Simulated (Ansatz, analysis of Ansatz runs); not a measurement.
# A defect in a sheet: Ti_In in monolayer InSe, part 3 of 3

We look for the structure, spin, formation energy and gap states of neutral Ti_In in monolayer InSe. Model: a cell of 32 host atoms with 1 In taken out and 1 Ti put in.

Ansatz 0.2.0; plane-wave PAW DFT, LDA and PBEsol; supercells relaxed in a periodic cell with vacuum, the primitive cell and the final single points with the Coulomb interaction cut along the normal.

So far, gap on the k-mesh (eV): step 4 (band edges against the vacuum level) 1.65.

## Step 6: Energies and states on the vacuum scale

Level of this step: plane-wave PAW DFT, LDA, Coulomb cut-off along the normal; single point of a defect in a monolayer on the structure relaxed with LDA (Ansatz).

Single points with the cut-off give energies without the images along the normal, and levels against the vacuum; the images in the plane remain.

The cell differs from the one that the last finished run ended in (c 17.000 → 34.000 Å).

Contents of q0_M1.point.lda/input.yaml:

```yaml
crystal:
  lattice:
    - [15.86363157, 0.0, 0.0]
    - [-3.96590789, 10.95743643, 0.0]
    - [0.0, 0.0, 34.0]
  atoms:
    - { symbol: In, position: [-0.00064576, -0.00149594, 0.50809346] }
    - { symbol: In, position: [0.05996701, 0.24063198, 0.48971021] }
[... 7 atom lines left out ...]
    - { symbol: In, position: [0.30797997, 0.23961508, 0.49001867] }
    - { symbol: Se, position: [0.3536322, 0.40766641, 0.54746081] }
    - { symbol: Se, position: [0.46153911, 0.33835398, 0.45218909] }
[... 6 atom lines left out ...]
    - { symbol: Se, position: [0.60101606, 0.40338562, 0.54804162] }
[... 1 atom line left out ...]
    - { symbol: Ti, position: [0.4922327, 0.46082958, 0.51185196] }
    - { symbol: In, position: [0.55480697, 0.71459225, 0.49820584] }
[... 9 atom lines left out ...]
    - { symbol: Se, position: [0.96044475, 0.83842287, 0.44925133] }
  periodic: [true, true, false]
basis:
  ecutwfc: 420
  xc_grid: 2
hamiltonian:
  xc: lda
kpoints:
  mp_grid: { grid: [1, 2, 1] }
magnetization:
  spin_polarized: true
  initial_magnetization: 1
  spin_locking: { lock_magnetization: hard }
scf:
  occupations: { method: fermi_dirac, width: 0.01 }
  max_iter: 80
output:
  forces: true
  eigenvalues: true
  eigenstates: { localisation: true }
  populations: true
  band_densities: [{ bands: [v1, v1] }, { bands: [c1, c1] }]
  write_density: true
  write_potential: true
  volumetric_format: npy
checkpoint:
  write: "../q0_M1.point.lda.run"
  compress: false
  write_wavefunctions: false
  write_every: 100000
```

Run with:

```bash
ansatz run input.yaml --threads 4 --pin off --max-ram 10362MiB --backend cpu --events-out ev --progress --plain --runs-dir out
```

Numbers of over 12 decimals in the logs are rounded to 6 here.

What it wrote:

```text
[...]
Crystal: 32 atoms, lattice volume = 5910.041 Å³
Basis set: ecut = 420 eV, 115555 PW (Γ), exchange–correlation on 216×160×480 points (8 copies of the dense FFT grid, shifted against one another)
Bands: 279, of which v1, the nominal top of the filled ones, is band 232 counted from 1 (231 counted from 0)
Symmetry: 1 space group operations
[...]
k-points: 2
[...]
Starting moments: Σ|m| = 1 μB on 32 of 32 sites
[...]
SCF iter   1: F=—  HF=-170437.726134 eV  |F-HF|=—  |Δ(HF+E_count)|=         —  Δρ=5.89e-3 (↑5.89e-3 ↓5.72e-3)  dr2=1.15e1  dr2_m=2.81e-1  M=1.000 μB ∫|m|=1.108 μB  β_m=0.30  ethr=1.82e-3  ⟨swp⟩=20.0  Hψ=7415  notcnv=17
eigensolver tolerance schedule calibrated: the retry pair's looser diagonalisation under-reported the residual by θ = 0.26 (0.15/decade); [...]
[...]
spin=Collinear: Resta preconditioning applied to the charge; magnetization (m = ρ↑ − ρ↓) channel mixes plain (no charge-response kernel on spin).
SCF iter   2: F=—  HF=-170443.806175 eV  |F-HF|=—  |Δ(HF+E_count)|=    6.08e0  Δρ=4.04e-3 (↑3.71e-3 ↓4.04e-3)  dr2=4.17e0  dr2_m=1.03e-1  M=1.000 μB ∫|m|=1.099 μB  β_m=0.49  ethr=1.08e-3  ⟨swp⟩=12.0  Hψ=2855  notcnv=2  defer=11
[...]
SCF iter  19: F=-170450.677791 eV  HF=-170450.677791 eV  |F-HF|=1.34e-9  |Δ(HF+E_count)|=   1.02e-9  Δρ=9.70e-9 (↑9.70e-9 ↓4.86e-9)  dr2=1.32e-11  dr2_m=1.89e-12  M=1.000 μB ∫|m|=1.194 μB  ethr=7.03e-12 (applied; sched 1.00e-12)  ⟨swp⟩=2.0  Hψ=2044  notcnv=0
SCF 1 converged in 19 iterations: F = -170450.677791 eV  dr2 = 1.32e-11
  Residual-converged pass: ⟨swp⟩=8.5  Hψ=5088  notcnv=0  max |occ|·‖R‖ = 9.6e-9 eV (tolerance 1.0e-8 eV)  dr2=1.57e-11  dr2_m=2.20e-12  dr2_onsite=2.53e-12  max |Δocc| = 1.1e-14
[...]
SCF converged after 19 iterations
Magnetization: 1.0000 μB (232.0000 up, 231.0000 down)
Absolute magnetization: 1.1894 μB (∫|ρ↑−ρ↓|, with the PAW one-centre terms)
[...]
Per-site moments (μB) at R_I (Å): [(5.83289239565052e-6, 1.076859), (0.000251698, 1.080435), (0.00295906, 1.082202), [... 29 left out ...]
Free energy (F): -170450.677791 eV
[...]
Internal energy: -170450.677699 eV  (E = F + TS)
E sigma→0 (E₀):  -170450.677745 eV
Entropy (-TS):   -0.000092 eV (-0.003 meV/atom)
Fermi energy:    -4.398144 (↑ -4.398144, ↓ -4.839739) eV
[...]
--- Forces (eV/Å), atoms counted from 1 ---
  atom   1  In     0.00510710    -0.00250218     0.00232733
  atom   2  In     0.00222259    -0.00285570    -0.00103607
  [... 7 atoms left out ...]
  atom  10  In     0.00214153    -0.00189389     0.00076303
  atom  11  Se    -0.00024102     0.00194199     0.00342795
  atom  12  Se    -0.00091636     0.00989063     0.00122259
  atom  13  In     0.00427460    -0.00259441     0.00066621
  [... 4 atoms left out ...]
  atom  18  In    -0.00441591    -0.00061173    -0.00533460
  atom  19  Se     0.00602878     0.00267589     0.00114777
  [... 1 atom left out ...]
  atom  21  Ti    -0.00049038    -0.00220609    -0.00187846
  atom  22  In    -0.00169484    -0.00904196     0.00152253
  [... 1 atom left out ...]
  atom  24  Se     0.00617209     0.00310442     0.00154931
  [... 4 atoms left out ...]
  atom  29  In    -0.00303623    -0.00083858    -0.00109658
  [... 3 atoms left out ...]
  max |Σ_I F_I| component: 2.42e-6 eV/Å
--- Band table (eV) ---
[...]
[... further k-points left out ...]
  ° read free of the cell's end (the report's vacuum.weakly_bound_levels)
--- Löwdin populations: 32 sites ---
  site symbol       q [e]    m [muB]
     0     In     12.6997     0.0001
     1     In     12.7013     0.0006
  [... 7 atoms left out ...]
     9     In     12.7485     0.0170
    10     Se     16.2329    -0.0317
    11     Se     16.2139    -0.0155
    12     In     12.7326     0.0432
  [... 4 atoms left out ...]
    17     In     12.7482     0.0148
    18     Se     16.2348    -0.0327
  [... 1 atom left out ...]
    20     Ti     11.2918     0.8445
    21     In     12.9388     0.0189
  [... 1 atom left out ...]
    23     Se     16.2373    -0.0033
  [... 4 atoms left out ...]
    28     In     12.7358     0.0389
  [... 3 atoms left out ...]
  spilling = 0.002496 (of n_electrons = 463.000000)
--- Band densities, each state counted as filled ---
  window                                       electrons  max residual (eV)  cut levels
  bands: [v1, v1]                    1.000000 + 1.000000             3.7e-4           0
  bands: [c1, c1]                    1.000000 + 1.000000             3.5e-4           0
```

The job ended after 12 min (4 threads of Arm Neoverse V1, shared host; peak memory 8.6 GiB).

With the cut-off the largest force on the relaxed structure is 0.010 eV/Å, so the structure stays at rest.

States next to the filling edge at the first k-point, on the run's own zero (eigenstates.tsv). The participation number counts the atoms that a state is spread over, of 32; bands count from 0.

| spin | band | energy (eV) | occupation | participation | largest share on | share |
| --- | --- | --- | --- | --- | --- | --- |
| down | 225 | -6.508 | 1.00 | 19.1 | Se20 | 0.10 |
| down | 226 | -6.480 | 1.00 | 4.6 | Se23 | 0.34 |
| down | 227 | -6.273 | 1.00 | 10.3 | Se24 | 0.15 |
| down | 228 | -6.026 | 1.00 | 23.1 | Se16 | 0.09 |
| down | 229 | -5.882 | 1.00 | 19.5 | In22 | 0.10 |
| down | 230 | -5.635 | 1.00 | 22.0 | Ti21 | 0.08 |
| down | 231 | -4.041 | 0.00 | 2.4 | Ti21 | 0.63 |
| down | 232 | -3.949 | 0.00 | 21.8 | Ti21 | 0.13 |
| down | 233 | -3.939 | 0.00 | 6.8 | Ti21 | 0.36 |
| down | 234 | -3.652 | 0.00 | 8.1 | Ti21 | 0.32 |
| down | 235 | -3.547 | 0.00 | 21.2 | Ti21 | 0.12 |
| up | 226 | -6.483 | 1.00 | 4.7 | Se23 | 0.33 |
| up | 227 | -6.275 | 1.00 | 10.3 | Se24 | 0.15 |
| up | 228 | -6.070 | 1.00 | 19.2 | Ti21 | 0.12 |
| up | 229 | -5.926 | 1.00 | 22.1 | Ti21 | 0.08 |
| up | 230 | -5.671 | 1.00 | 22.5 | Se27 | 0.07 |
| up | 231 | -4.508 | 1.00 | 2.5 | Ti21 | 0.62 |
| up | 232 | -4.328 | 0.00 | 2.1 | Ti21 | 0.69 |
| up | 233 | -4.014 | 0.00 | 19.5 | Ti21 | 0.16 |
| up | 234 | -3.815 | 0.00 | 4.5 | Ti21 | 0.45 |
| up | 235 | -3.670 | 0.00 | 4.3 | Ti21 | 0.47 |
| up | 236 | -3.579 | 0.00 | 11.1 | Ti21 | 0.25 |

Under LDA at the first k-point of a 1×2×1 Γ-centred mesh, the highest filled state is spin up, spread over 3 of 32 atoms, and the lowest empty one, 0.18 eV above it, is spin up, spread over 2 of 32 atoms.

Löwdin populations of the atoms near the centre, and their excess over far atoms of the same element, which can also hold differences between inequivalent host sites (the log counts sites from 0):

| atom | distance from the centre (Å) | electrons | excess |
| --- | --- | --- | --- |
| Ti21 | 0.39 | 11.292 | - |
| In22 | 2.43 | 12.939 | 0.239 |
| Se11 | 2.54 | 16.233 | 0.007 |
| Se19 | 2.59 | 16.235 | 0.009 |
| Se12 | 2.60 | 16.214 | -0.012 |
| In10 | 3.51 | 12.748 | 0.048 |
| In18 | 3.58 | 12.748 | 0.048 |
| In13 | 4.00 | 12.733 | 0.033 |

The largest moments in the atoms' spheres: Ti21 0.60, In13 0.02, Se19 -0.01, In29 0.01, Se11 -0.01, Se12 -0.01 μB.

Spin density in the ca plane at fractional y = 0.496, through the centre, with atoms of In and Ti within 0.45 Å of it.

Ten even steps from '0' (0.00 e/Å³) to '9' (0.39 e/Å³), each cell a mean:
```
00000000000000000000000000000000000000000000
00000000000000000000000000000000000000000000
00000000000000000000000000000000000000000000
00000000000000000000000000000000000000000000
00000000000000000000000000000000000000000000
00000000000000000000000000000000000000000000
00000000000000000000000000000000000000000000
00000000000000000000000000000000000000000000
00000000000000000000000000000000000000000000
00000000000000000000000000000000000000000000
00000000000000000000000100000000000000000000
00000000000000000001496510000000000000000000
00000000000000000001243410000000000000000000
00000000000000000000000000000000000000000000
00000000000000000000000000000000000000000000
00000000000000000000000000000000000000000000
00000000000000000000000000000000000000000000
00000000000000000000000000000000000000000000
00000000000000000000000000000000000000000000
00000000000000000000000000000000000000000000
00000000000000000000000000000000000000000000
00000000000000000000000000000000000000000000
00000000000000000000000000000000000000000000
00000000000000000000000000000000000000000000
```
Columns run along c (16.0 Å, from fractional 0.27 to 0.74 of the cell), rows up along a (15.9 Å). Atoms in or near the plane, at fractional coordinates: In at (0.51, 0.00), In at (0.51, 0.25), Ti at (0.51, 0.49), In at (0.51, 0.75).

Electrostatic potential energy in the ca plane at fractional y = 0.496, through the centre, with atoms of In and Ti within 0.45 Å of it. With pseudopotentials it is smooth inside the atoms' cores, unlike the true potential.

Ten even steps from '0' (-32 eV) to '9' (0 eV), each cell a mean:
```
99999999999999999986100026899999999999999999
99999999999999999998754578899999999999999999
99999999999999999999998887679999999999999999
99999999999999999999888887789999999999999999
99999999999999999997532368899999999999999999
99999999999999999985000016899999999999999999
99999999999999999986100027899999999999999999
99999999999999999998755678899999999999999999
99999999999999999999999886678999999999999999
99999999999999999999988887789999999999999999
99999999999999999998754467899999999999999999
99999999999999999998400015899999999999999999
99999999999999999998510026899999999999999999
99999999999999999999876678889999999999999999
99999999999999999999999876578999999999999999
99999999999999999999988876678999999999999999
99999999999999999998643468899999999999999999
99999999999999999985000016899999999999999999
99999999999999999986100026899999999999999999
99999999999999999998754578899999999999999999
99999999999999999999988886678999999999999999
99999999999999999999988887789999999999999999
99999999999999999998633468899999999999999999
99999999999999999985100016899999999999999999
```
Columns run along c (16.0 Å, from fractional 0.27 to 0.74 of the cell; values clipped at the 3rd and 97th percentile), rows up along a (15.9 Å). Atoms in or near the plane, at fractional coordinates: In at (0.51, 0.00), In at (0.51, 0.25), Ti at (0.51, 0.49), In at (0.51, 0.75).

Valence density in the ca plane at fractional y = 0.496, through the centre, with atoms of In and Ti within 0.45 Å of it. It is the smooth field of the valence electrons, not physical close to the nuclei.

Ten steps, logarithmic in the rise over the least value, from '0' (0.00 × 1e0 e/Å³) to '9' (9.09 × 1e0 e/Å³), each cell a mean:
```
00000000000000000113589853100000000000000000
00000000000000000001234332211000000000000000
00000000000000000000011233332100000000000000
00000000000000000000112233321100000000000000
00000000000000000012355532211000000000000000
00000000000000000123699853100000000000000000
00000000000000000113588752100000000000000000
00000000000000000001233332211000000000000000
00000000000000000000011233332100000000000000
00000000000000000000011233332100000000000000
00000000000000000001134432211000000000000000
00000000000000000112478862100000000000000000
00000000000000000111367752100000000000000000
00000000000000000000112333221000000000000000
00000000000000000000011234432100000000000000
00000000000000000000012233332100000000000000
00000000000000000011345432211000000000000000
00000000000000000113689853100000000000000000
00000000000000000113689853100000000000000000
00000000000000000001234332221000000000000000
00000000000000000000011233332100000000000000
00000000000000000000112233332100000000000000
00000000000000000011345432211000000000000000
00000000000000000113689863100000000000000000
```
Columns run along c (16.0 Å, from fractional 0.27 to 0.74 of the cell), rows up along a (15.9 Å). Atoms in or near the plane, at fractional coordinates: In at (0.51, 0.00), In at (0.51, 0.25), Ti at (0.51, 0.49), In at (0.51, 0.75).

Formation energy from total energies, with In (body-centred tetragonal) and Ti (hcp) as references:

| total moment (μB) | formation energy (eV) |
| --- | --- |
| 1 | 0.17 |
| 3 | 1.59 |

At the limits that the elements set: 0.17 eV (In-rich) and -0.52 eV (Se-rich); other compounds of these elements are not counted.

Levels in the gap that spread over about a quarter of the atoms at most (wider ones, and those within about 0.1 eV of an edge, are left out):

| spin | occupation | above the perfect sheet's valence top (eV) | atoms it spreads over |
| --- | --- | --- | --- |
| up | 1.00 | 1.08 | 2.5 |
| up | 0.00 | 1.26 | 2.1 |

## Step 7: The same structures under PBEsol

PBEsol on the structures relaxed with LDA shows how much of the energy belongs to the functional at a fixed structure; lattice and atoms are not at rest under it.

q0_M1.point.pbesol/input.yaml, as its differences from q0_M1.point.lda/input.yaml of step 6:

```diff
@@ -24,3 +24,3 @@
 hamiltonian:
-  xc: lda
+  xc: pbesol
 kpoints:
@@ -37,10 +37,4 @@
   eigenvalues: true
-  eigenstates: { localisation: true }
-  populations: true
-  band_densities: [{ bands: [v1, v1] }, { bands: [c1, c1] }]
-  write_density: true
-  write_potential: true
-  volumetric_format: npy
 checkpoint:
-  write: "../q0_M1.point.lda.run"
+  write: "../q0_M1.point.pbesol.run"
   compress: false
```

What it wrote:

```text
[...]
projector tables: rebuilt, as memory chose (as under --projector-tables rebuilt)
[...]
Crystal: 32 atoms, lattice volume = 5910.041 Å³
Basis set: ecut = 420 eV, 115555 PW (Γ), exchange–correlation on 216×160×480 points (8 copies of the dense FFT grid, shifted against one another)
Bands: 279, of which v1, the nominal top of the filled ones, is band 232 counted from 1 (231 counted from 0)
Symmetry: 1 space group operations
[...]
k-points: 2
[...]
Starting moments: Σ|m| = 1 μB on 32 of 32 sites
[...]
SCF iter  16: F=-172154.844633 eV  HF=-172154.844633 eV  |F-HF|=1.43e-9  |Δ(HF+E_count)|=   2.10e-9  Δρ=1.33e-7 (↑1.33e-7 ↓4.27e-8)  dr2=2.44e-9  dr2_m=2.73e-10  M=1.000 μB ∫|m|=1.234 μB  ethr=1.51e-12  ⟨swp⟩=3.2  Hψ=2450  notcnv=0
SCF 1 converged in 16 iterations: F = -172154.844633 eV  dr2 = 2.44e-9
[...]
--- Forces (eV/Å), atoms counted from 1 ---
  atom   1  In     0.00675942     0.04369740    -0.00089799
  atom   2  In     0.00613071    -0.04541659     0.00292923
  [... 7 atoms left out ...]
  atom  10  In     0.00729144    -0.04788235     0.00576899
  atom  11  Se    -0.13340211    -0.02427962     0.29921771
  atom  12  Se     0.00278915    -0.02053681    -0.33994302
  atom  13  In     0.01580197     0.02852903     0.00056645
  [... 4 atoms left out ...]
  atom  18  In    -0.01788860    -0.04852161     0.00093732
  atom  19  Se     0.13568338    -0.02904236     0.29724183
  [... 1 atom left out ...]
  atom  21  Ti     0.00428099     0.14835306    -0.02869313
  atom  22  In    -0.00484385    -0.05536357     0.04363195
  [... 1 atom left out ...]
  atom  24  Se    -0.01296188     0.02010793    -0.26512402
  [... 4 atoms left out ...]
  atom  29  In    -0.01598070     0.03023666    -0.00330862
  [... 3 atoms left out ...]
  max |Σ_I F_I| component: 1.85e-5 eV/Å
--- Band table (eV) ---
[...]
[... further k-points left out ...]
  ° read free of the cell's end (the report's vacuum.weakly_bound_levels)
[key lines of the parts left out:]
SCF converged after 16 iterations
Magnetization: 1.0000 μB (232.0000 up, 231.0000 down)
Free energy (F): -172154.844633 eV
Fermi energy:    -4.207933 (↑ -4.207933, ↓ -4.603588) eV
```

Wall time 7.3 min (4 threads); peak memory 8.3 GiB.

Formation energy from total energies, with In (body-centred tetragonal) and Ti (hcp) as references:

| total moment (μB) | formation energy (eV) |
| --- | --- |
| 1 | 0.11 |
| 3 | 1.46 |

At the limits that the elements set: 0.11 eV (In-rich) and -0.68 eV (Se-rich); other compounds of these elements are not counted.

Against LDA the formation energy goes from 0.17 to 0.11 eV.

## Step 8: Results

```yaml
valence_top_of_the_perfect_sheet_below_vacuum: 5.59 eV
gap_of_the_perfect_sheet_lda: 1.65 eV
largest_displacement_common_shift_taken_out: 0.39 Å
atoms_nearest_to_the_centre: Ti 0.39, In 2.43, Se 2.54, Se 2.59, Se 2.60, In 3.51 Å
formation_energy_elements_as_references_lda: 0.17 eV
formation_energy_elements_as_references_pbesol: 0.11 eV
moment_of_the_lowest_state_among_those_obtained: 1 μB
levels_over_0p1_ev_inside_the_gap_on_about_a_quarter_of_the_atoms_or_fewer: 2
```

What this shows: Under LDA the neutral defect costs 0.17 eV against the perfect sheet and the elements' reference phases, lowest with the moment held at 1 μB; the state with 3 μB lies 1.42 eV higher. 2 localised Kohn–Sham levels lie inside the gap, counting those on about a quarter of the atoms or fewer and clear of the band edges; the highest filled one is 1.08 eV above the valence top; the lowest empty one is 0.38 eV below the conduction bottom. Across LDA and PBEsol the formation energy spans 0.06 eV on one structure. Keep in mind: the images lie 11.7 Å apart in the plane; semilocal functionals make the gap too small and spread bound carriers; Kohn–Sham levels are not transition levels, and excitons, strong in sheets, are left out; a free-standing sheet, no substrate.

[Logs are printed without paths, hosts, clocks, repeated set-up lines and the standing remarks that a program may print on its own settings, such as how far it seeks lower states.]

[Hosts, paths, dates, database ids (printed as entryN), source tags and the programs' standing remarks are cut or masked in the printed files.]

[Maps of the electrostatic potential energy from Ansatz leave out the sawtooth potential of an applied field or a dipole correction, so their vacuum need not be flat.]
